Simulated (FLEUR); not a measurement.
# Collinear magnetic orders of free Ni(001) film, 1 layer with FLEUR

A self-consistent run ends on one state, which hangs on the start. Several orders of free Ni(001) film, 1 layer are started in FLEUR and their energies compared.

Calculated with FLEUR MaX-R8.1; LDA (VWN); all-electron FLAPW film, Dirac cores, scalar-relativistic bands.

Report form: the programs' logs are mostly left out.

## 1. The structure

The cell holds 1 atom: 1 Ni. Cell: a = 2.492 Å, b = 2.492 Å, c = 14.000 Å, α = 90.0°, β = 90.0°, γ = 90.0°. Layers at typed spacings, unrelaxed. Vacuum lies along c.

Coordinates:

```cif
data_structure
_symmetry_space_group_name_H-M 'P 1'
_symmetry_Int_Tables_number 1
_cell_length_a 2.4917
_cell_length_b 2.4917
_cell_length_c 14.0000
_cell_angle_alpha 90.000
_cell_angle_beta 90.000
_cell_angle_gamma 90.000
_cell_volume 86.92
loop_
_atom_site_label
_atom_site_type_symbol
_atom_site_fract_x
_atom_site_fract_y
_atom_site_fract_z
_atom_site_occupancy
Ni1 Ni 0.00000 0.00000 0.50000 1
```

## 2. Order 1, typed as ferro +

The parallel start is the test of whether parallel moments hold.

inpgen writes inp.xml from crystal.txt; cutoffs, mixing, functional, smearing and local orbitals are then set in the file. The k list default-1 (kpts.xml, not shown) is a Γ-centred 16×16×1 mesh; where the ranks do not divide the number of points, some are split in two of half the weight.

inp.xml reads:

```
<?xml version="1.0" encoding="UTF-8" standalone="no"?>
<fleurInput fleurInputVersion="0.39">
   <comment>
      Ni
   </comment>
   <calculationSetup>
      <cutoffs Kmax="3.66" Gmax="11.0" GmaxXC="11.0" numbands="0"/>
      <scfLoop itmax="120" minDistance="0.00002" maxIterBroyd="15" imix="Anderson" alpha="0.03" precondParam="0.0" spinf="2.0" sdNocoIR="T"/>
      <coreElectrons ctail="T" frcor="F" kcrel="1" coretail_lmax="0"/>
      <xcFunctional name="vwn" relativisticCorrections="F"/>
      <magnetism jspins="2"/>
      <soc l_soc="F" theta="0.0" phi="0.0" spav="F"/>
      <expertModes spex="0" secvar="F"/>
      <geometryOptimization l_f="F" forcealpha="1.0" forcemix="BFGS" epsdisp="0.00001" epsforce="0.00001"/>
      <ldaU l_linMix="F" mixParam="0.05" spinf="1.0"/>
   </calculationSetup>
   <cell>
      <bzIntegration valenceElectrons="18.0" mode="hist" fermiSmearingEnergy="0.00183747">
         <kPointListSelection listName="default-1"/>
         <xi:include xmlns:xi="http://www.w3.org/2001/XInclude" href="kpts.xml"> </xi:include>
      </bzIntegration>
      <xi:include xmlns:xi="http://www.w3.org/2001/XInclude" href="sym.xml"> </xi:include>
      <filmLattice scale="1.0" dVac="5.28" dTilda="7.78">
         <bravaisMatrixFilm>
            <row-1>    4.7086305846658192     0.0000000000000000</row-1>
            <row-2>    0.0000000000000000     4.7086305846658192</row-2>
         </bravaisMatrixFilm>
         <vacuumEnergyParameters vacuum="1" spinUp="-.25" spinDown="-.25"/>
      </filmLattice>
   </cell>
   <atomSpecies>
      <species name="Nickel (Ni1.000" element="Ni" atomicNumber="28">
         <mtSphere radius="2.24" gridPoints="741" logIncrement="0.016"/>
         <atomicCutoffs lmax="8" lnonsphr="6"/>
         <electronConfig flipSpins="F">
            <coreConfig>(1s1/2) (2s1/2) (2p1/2) (2p3/2)</coreConfig>
            <valenceConfig>(3s1/2) (3p1/2) (3p3/2) (4s1/2) (3d3/2) (3d5/2)</valenceConfig>
            <stateOccupation state="(3d3/2)" spinUp="1.6" spinDown="1.6"/>
            <stateOccupation state="(3d5/2)" spinUp="2.9" spinDown="1.9"/>
         </electronConfig>
         <energyParameters s="4" p="4" d="3" f="4"/>
         <lo type="SCLO" l="0" n="3" eDeriv="0"/>
         <lo type="SCLO" l="1" n="3" eDeriv="0"/>
      </species>
   </atomSpecies>
   <atomGroups>
      <atomGroup species="Nickel (Ni1.000">
         <filmPos label="                   1">.0000000000 .0000000000 .0000000000</filmPos>
         <force calculate="T" relaxXYZ="TTT"/>
      </atomGroup>
   </atomGroups>
   <output dos="F" band="F" slice="F">
      <bandDOS minEnergy="-.5*Htr" maxEnergy="0.5*Htr" sigma="0.015" storeEVData="T"/>
      <plotting iplot="0" polar="F">
         <plot TwoD="T" vec1="  1.0  0.0  0.0" vec2="  0.0  1.0  0.0" vec3="  0.0  0.0  1.0" zero="  0.0  0.0 -0.5" file="plot"/>
      </plotting>
      <moessbauerParams electricFieldGradient="F" isomerShift="T" coreHyperfine="T" valenceHyperfine="T"/>
   </output>
</fleurInput>
```

crystal.txt reads:

```
Ni
&input film=T cartesian=F /
2.49170000000  0.00000000000  0.00000000000
0.00000000000  2.49170000000  0.00000000000
0.00000000000  0.00000000000  1.00000000000
1.8897261246
1.0 1.0 1.0

1
28 0.00000000000  0.00000000000  0.00000000000 : 1.000

&kpt div1=16 div2=16 div3=1 gamma=T /
```

Command:

```console
OMP_NUM_THREADS=1 inpgen -f crystal.txt > inpgen.log  # inp.xml is then edited as shown
OMP_NUM_THREADS=1 mpirun -n 4 fleur_MPI > fleur.log
```

It took 12 s on 4 MPI ranks of Arm Neoverse V1, shared host; peak memory 0.18 GiB; 48 s of CPU time.

This step gave:

```yaml
free_energy: -41315.6174 eV
program_s_band_gap_on_this_mesh_in_a_metal_only_a_level_spacing: 0.01677 eV
magnetization: 0.9487 μB
final_state: ferromagnetic
largest_moment: 0.9754 μB
```

After 24 cycles the largest moment stands at 0.975 μB.

## 3. Order 2, typed as antiferro q=(1/2,1/2,0) +-

Another pattern of signs weighs the neighbour shells otherwise.

This order needs a doubled cell of 2 atoms. The mesh is halved along the doubled vector, so that both cells sample the same points. The k list default-1 (kpts.xml, not shown) is a Γ-centred 8×16×1 mesh.

Changes to inp.xml since step 2:

```diff
@@ -17,3 +17,3 @@
    <cell>
-      <bzIntegration valenceElectrons="18.0" mode="hist" fermiSmearingEnergy="0.00183747">
+      <bzIntegration valenceElectrons="36.0" mode="hist" fermiSmearingEnergy="0.00183747">
          <kPointListSelection listName="default-1"/>
@@ -24,4 +24,4 @@
          <bravaisMatrixFilm>
-            <row-1>    4.7086305846658192     0.0000000000000000</row-1>
-            <row-2>    0.0000000000000000     4.7086305846658192</row-2>
+            <row-1>    9.4172611693316384     0.0000000000000000</row-1>
+            <row-2>    4.7086305846658192     4.7086305846658192</row-2>
          </bravaisMatrixFilm>
@@ -44,2 +44,15 @@
       </species>
+      <species name="Nickel (Ni-1.000" element="Ni" atomicNumber="28">
+         <mtSphere radius="2.24" gridPoints="741" logIncrement="0.016"/>
+         <atomicCutoffs lmax="8" lnonsphr="6"/>
+         <electronConfig flipSpins="F">
+            <coreConfig>(1s1/2) (2s1/2) (2p1/2) (2p3/2)</coreConfig>
+            <valenceConfig>(3s1/2) (3p1/2) (3p3/2) (4s1/2) (3d3/2) (3d5/2)</valenceConfig>
+            <stateOccupation state="(3d3/2)" spinUp="1.6" spinDown="1.6"/>
+            <stateOccupation state="(3d5/2)" spinUp="1.9" spinDown="2.9"/>
+         </electronConfig>
+         <energyParameters s="4" p="4" d="3" f="4"/>
+         <lo type="SCLO" l="0" n="3" eDeriv="0"/>
+         <lo type="SCLO" l="1" n="3" eDeriv="0"/>
+      </species>
    </atomSpecies>
@@ -48,2 +61,6 @@
          <filmPos label="                   1">.0000000000 .0000000000 .0000000000</filmPos>
+         <force calculate="T" relaxXYZ="TTT"/>
+      </atomGroup>
+      <atomGroup species="Nickel (Ni-1.000">
+         <filmPos label="                   2">1.000/2.000 .0000000000 .0000000000</filmPos>
          <force calculate="T" relaxXYZ="TTT"/>
```

crystal.txt reads:

```
Ni
&input film=T cartesian=F /
4.98340000000  0.00000000000  0.00000000000
2.49170000000  2.49170000000  0.00000000000
0.00000000000  0.00000000000  1.00000000000
1.8897261246
1.0 1.0 1.0

2
28 0.00000000000  0.00000000000  0.00000000000 : 1.000
28 0.50000000000  0.00000000000  0.00000000000 : -1.000

&kpt div1=8 div2=16 div3=1 gamma=T /
```

It took 54 s on 4 MPI ranks; peak memory 0.29 GiB; 3.6 min of CPU time.

Read from the output:

* free energy: -82630.9958 eV
* program's band gap on this mesh (in a metal only a level spacing): 0.003531 eV
* final state: non-magnetic

It lies 119 meV a seeded atom over the first start.

## 4. Run 3 (no spin polarisation)

A spinless run gives the zero against which the gain from the moments is read.

The k list default-1 (kpts.xml, not shown) is a Γ-centred 16×16×1 mesh.

inp.xml reads:

```
<?xml version="1.0" encoding="UTF-8" standalone="no"?>
<fleurInput fleurInputVersion="0.39">
   <comment>
      Ni
   </comment>
   <calculationSetup>
      <cutoffs Kmax="3.66" Gmax="11.0" GmaxXC="11.0" numbands="0"/>
      <scfLoop itmax="120" minDistance="0.00002" maxIterBroyd="15" imix="Anderson" alpha="0.03" precondParam="0.0" spinf="2.0" sdNocoIR="T"/>
      <coreElectrons ctail="T" frcor="F" kcrel="1" coretail_lmax="0"/>
      <xcFunctional name="vwn" relativisticCorrections="F"/>
      <magnetism jspins="1"/>
      <soc l_soc="F" theta="0.0" phi="0.0" spav="F"/>
      <expertModes spex="0" secvar="F"/>
      <geometryOptimization l_f="F" forcealpha="1.0" forcemix="BFGS" epsdisp="0.00001" epsforce="0.00001"/>
      <ldaU l_linMix="F" mixParam="0.05" spinf="1.0"/>
   </calculationSetup>
   <cell>
      <bzIntegration valenceElectrons="18.0" mode="hist" fermiSmearingEnergy="0.00183747">
         <kPointListSelection listName="default-1"/>
         <xi:include xmlns:xi="http://www.w3.org/2001/XInclude" href="kpts.xml"> </xi:include>
      </bzIntegration>
      <xi:include xmlns:xi="http://www.w3.org/2001/XInclude" href="sym.xml"> </xi:include>
      <filmLattice scale="1.0" dVac="5.28" dTilda="7.78">
         <bravaisMatrixFilm>
            <row-1>    4.7086305846658192     0.0000000000000000</row-1>
            <row-2>    0.0000000000000000     4.7086305846658192</row-2>
         </bravaisMatrixFilm>
         <vacuumEnergyParameters vacuum="1" spinUp="-.25" spinDown="-.25"/>
      </filmLattice>
   </cell>
   <atomSpecies>
      <species name="Nickel (Ni)" element="Ni" atomicNumber="28">
         <mtSphere radius="2.24" gridPoints="741" logIncrement="0.016"/>
         <atomicCutoffs lmax="8" lnonsphr="6"/>
         <electronConfig flipSpins="F">
            <coreConfig>(1s1/2) (2s1/2) (2p1/2) (2p3/2)</coreConfig>
            <valenceConfig>(3s1/2) (3p1/2) (3p3/2) (4s1/2) (3d3/2) (3d5/2)</valenceConfig>
            <stateOccupation state="(3d3/2)" spinUp="1.600000" spinDown="1.600000"/>
            <stateOccupation state="(3d5/2)" spinUp="2.400000" spinDown="2.400000"/>
         </electronConfig>
         <energyParameters s="4" p="4" d="3" f="4"/>
         <lo type="SCLO" l="0" n="3" eDeriv="0"/>
         <lo type="SCLO" l="1" n="3" eDeriv="0"/>
      </species>
   </atomSpecies>
   <atomGroups>
      <atomGroup species="Nickel (Ni)">
         <filmPos label="                   1">.0000000000 .0000000000 .0000000000</filmPos>
         <force calculate="T" relaxXYZ="TTT"/>
      </atomGroup>
   </atomGroups>
   <output dos="F" band="F" slice="F">
      <bandDOS minEnergy="-.5*Htr" maxEnergy="0.5*Htr" sigma="0.015" storeEVData="T"/>
      <plotting iplot="0" polar="F">
         <plot TwoD="T" vec1="  1.0  0.0  0.0" vec2="  0.0  1.0  0.0" vec3="  0.0  0.0  1.0" zero="  0.0  0.0 -0.5" file="plot"/>
      </plotting>
      <moessbauerParams electricFieldGradient="F" isomerShift="T" coreHyperfine="T" valenceHyperfine="T"/>
   </output>
</fleurInput>
```

crystal.txt reads:

```
Ni
&input film=T cartesian=F /
2.49170000000  0.00000000000  0.00000000000
0.00000000000  2.49170000000  0.00000000000
0.00000000000  0.00000000000  1.00000000000
1.8897261246
1.0 1.0 1.0

1
28 0.00000000000  0.00000000000  0.00000000000

&kpt div1=16 div2=16 div3=1 gamma=T /
```

Run time: 5.7 s. Hardware: 4 MPI ranks; peak memory 0.16 GiB.

Read from the output:

```
free energy                                                       : -41315.4979 eV
program's band gap on this mesh (in a metal only a level spacing) : 0.003532 eV
final state                                                       : non-magnetic (no spin polarisation)
```

It lies 119 meV a seeded atom over the first start.

## 5. The states side by side

Free energies are divided by the number of seeded atoms, so that cells of unlike size compare. Wavevectors q in the names are fractions of the primitive cell's reciprocal vectors.

Orders:

| start | final state | typed order kept | energy over the lowest (meV a seeded atom) | largest sphere moment (μB) | net moment (μB a primitive cell) | mesh matched | CPU time (s) |
| --- | --- | --- | --- | --- | --- | --- | --- |
| ferro + | ferromagnetic | yes | 0 | 0.9754 | 0.9487 | yes | 47.89 |
| antiferro q=(1/2,1/2,0) +- | non-magnetic | no | 119.5 | 0 | 0 | yes | 215.4 |
| no spin polarisation | non-magnetic | - | 119.5 | 0 | 0 | yes | 22.55 |

## 6. Spin–orbit coupling, moments along z

Spin–orbit coupling ties the spins to the lattice and lets orbital moments form.

A new self-consistent run of the start ferro +, with the moments along z.

Changes to inp.xml since step 2:

```diff
@@ -6,3 +6,3 @@
    <calculationSetup>
-      <cutoffs Kmax="3.66" Gmax="11.0" GmaxXC="11.0" numbands="0"/>
+      <cutoffs Kmax="3.66" Gmax="11.0" GmaxXC="11.0" numbands="38"/>
       <scfLoop itmax="120" minDistance="0.00002" maxIterBroyd="15" imix="Anderson" alpha="0.03" precondParam="0.0" spinf="2.0" sdNocoIR="T"/>
@@ -11,3 +11,3 @@
       <magnetism jspins="2"/>
-      <soc l_soc="F" theta="0.0" phi="0.0" spav="F"/>
+      <soc l_soc="T" theta="0.0" phi="0.0" spav="F"/>
       <expertModes spex="0" secvar="F"/>
```

Changes to crystal.txt since step 2:

```diff
@@ -11,2 +11,3 @@
 
+&soc 0.0000000 0.0000000 /
 &kpt div1=16 div2=16 div3=1 gamma=T /
```

Run time: 19 s. Hardware: 4 MPI ranks; peak memory 0.23 GiB; 77 s of CPU time.

This step gave:

```
free energy                                                       : -41315.6420 eV
program's band gap on this mesh (in a metal only a level spacing) : 0 eV
magnetization                                                     : 0.9422 μB
final state                                                       : ferromagnetic
largest moment                                                    : 0.9683 μB
orbital moment along the spin                                     : 0.1105 μB
```

Orbital moment in the sphere, along the spin axis by atom:

| atom | orbital moment in the sphere, along the spin axis (μB) |
| --- | --- |
| Ni1 | 0.111 |

Fields along z, the direction of positive moments; semicore shells count as valence. Hyperfine fields at the nuclei:

| atom | core contact (T) | valence contact (T) | dipolar (T) | orbital (T) | sum (T) | density at the nucleus (e/bohr³) |
| --- | --- | --- | --- | --- | --- | --- |
| Ni1 | -26.8 | 22.03 | -2.057 | 9.633 | 2.807 | 19585 |

## 7. Summary of results

* lowest state found: ferromagnetic (typed ferro +)
* largest site spin moment: 0.975 μB
* next finished state: non-magnetic, 119 meV a seeded atom higher
* energy gained by spin polarisation: 119 meV a seeded atom
* hyperfine field at Ni1, along its moment: 2.81 T
* orbital moment on the atom of largest spin, along its spin (spin–orbit run): 0.111 μB

In words: The lowest state found is ferromagnetic, reached from the start ferro +, with moments up to 0.975 μB. 1 start left the typed pattern (a sign turned, or a seeded moment died or shrank under 0.15 μB), so such an energy belongs to the state reached, not the one typed. At Ni1 the core shells give -26.8 T and the valence and semicore s states 22.0 T along the moment, -4.93 T per μB together; orbital and dipolar parts add 7.6 T. Semilocal functionals tend to give too weak a core polarisation. The orbital moment is parallel to the spin, as Hund's third rule has it for a shell over half filled. Only 3 starts were tried; other patterns of signs, canted and longer-period orders were not.

[Logs and program files are shortened in this print: banners, set-up blocks, solver, clock and traceback lines can be left out without a mark of their own.]

[Logs are printed without paths, hosts, clocks, repeated set-up lines and the standing remarks that a program may print on its own settings, such as how far it seeks lower states.]

[Hosts, paths, dates, database ids (printed as entryN), source tags and the programs' standing remarks are cut or masked in the printed files.]

[Where a cell is said to come from a database of computed structures, the database is the Materials Project.]
